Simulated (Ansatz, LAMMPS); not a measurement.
# Static equation of state of amorphous poly(phenylene vinylene) with methane (capped chains of 2 units), from a frame at 250 K, (138 atoms)

Density of this cell: 1.10 g/cm³. The cell holds 138 atoms: 60 C and 78 H. Its edges and angles: a = 10.121 Å, b = 10.489 Å, c = 11.436 Å, α = 91.3°, β = 93.0°, γ = 87.4°. The starting structure: 3 poly(phenylene vinylene) chains of 2 units with methyl end groups, 6 methane placed at random, at 0.92 g/cm³; overlaps pushed apart, then 20 ps at 800 K with MMFF94 bonds, angles, torsions, charges and radii (Halgren, J. Comput. Chem. 17, 490 (1996)) in harmonic and 12-6 forms. Snapshot after 30 ps at 250 K and fixed volume.

Calculated with Ansatz 0.2.0: Kohn-Sham DFT, LDA, PAW (set soft_2), plane waves; cutoff 420 eV, Γ point, gaussian smearing of 0.05 eV. Cell and atoms were relaxed first, to V0 = 8.7743 Å³ an atom at a residual P0 = -0.017 GPa. The cell was then scaled evenly, and the atoms were relaxed at each volume.

| volume (Å³/atom) | pressure (GPa) |
| --- | --- |
| 7.8968 | 0.8904 |
| 8.2478 | ? |
| 8.5110 | 0.1734 |
| 9.0375 | -0.2615 |
| 9.3007 | -0.3244 |

Task: Fit the third-order Birch–Murnaghan equation to the rows given and interpolate to the withheld row.

Worked fit:

Take the Eulerian strain f = ½[(V0/V)^(2/3) − 1] and the normalised pressure F = (P − P0) / [3f(1 + 2f)^(5/2)]. The third-order Birch–Murnaghan equation is then the line F = B0 + (3/2)B0(B′ − 4) f, so u = f and v = F.

```
      u = f  v = F (GPa)
  0.0363833      6.97426
  0.0102570      5.87767
-0.00975651      8.77649
 -0.0190504      5.92826
```

With n = 4: mean u = 0.00445834, mean v = 6.88917, Σ(u − ū)² = 0.0018075, Σ(u − ū)(v − v̄) = -0.0073871. Slope b = -0.0073871 / 0.0018075 = -4.0868; intercept a = v̄ − b ū = 6.9074.

So B0 = a = 6.91 GPa and B′ = 4 + 2b/(3a) = 3.61. At the withheld volume f = 0.02106, F = a + b f = 6.821 GPa, and P = P0 + 3f(1 + 2f)^(5/2) F.

Prediction at 8.2478: 0.4608 GPa. The run gave 0.5461 GPa, so the fit is low by 0.085 GPa (16 % of the value).

The series isn't one smooth equation of state: even a line fitted to all rows, the withheld one included, misses F by up to 21.3 %, an atom moves over 0.5 Å in some relaxation and a scaled cell ends below the relaxed one in energy. B0 and B′ are then only the numbers of this fit, not moduli of the material. Among the rows given, the largest miss of the fit is at 9.3007, by 0.055 GPa (4.5 % of the range of the table).

Limits: Static cells at zero temperature; the cell shape is held. The program notes that the SCF threshold of these relaxations is loose for the stress. The network of contacts between molecules at the start is that of the classical potential that made the cell, and needn't be the one that DFT or experiment would give. The functional has no dispersion term, which matters for the binding between molecules or layers, where LDA binds through overlap of densities alone. Only the Γ point is sampled, in a cell whose shortest periodic width is 10 Å.

[Logs are printed without paths, hosts, clocks, repeated set-up lines and the standing remarks that a program may print on its own settings, such as how far it seeks lower states.]

[Hosts, paths, dates, database ids (printed as entryN), source tags and the programs' standing remarks are cut or masked in the printed files.]

[The MMFF94 radii named for the starting cell were scaled by 0.96; in molecules described by MMFF94, hydrogen bound to N, O or S took a small fixed 12-6 site in their place.]
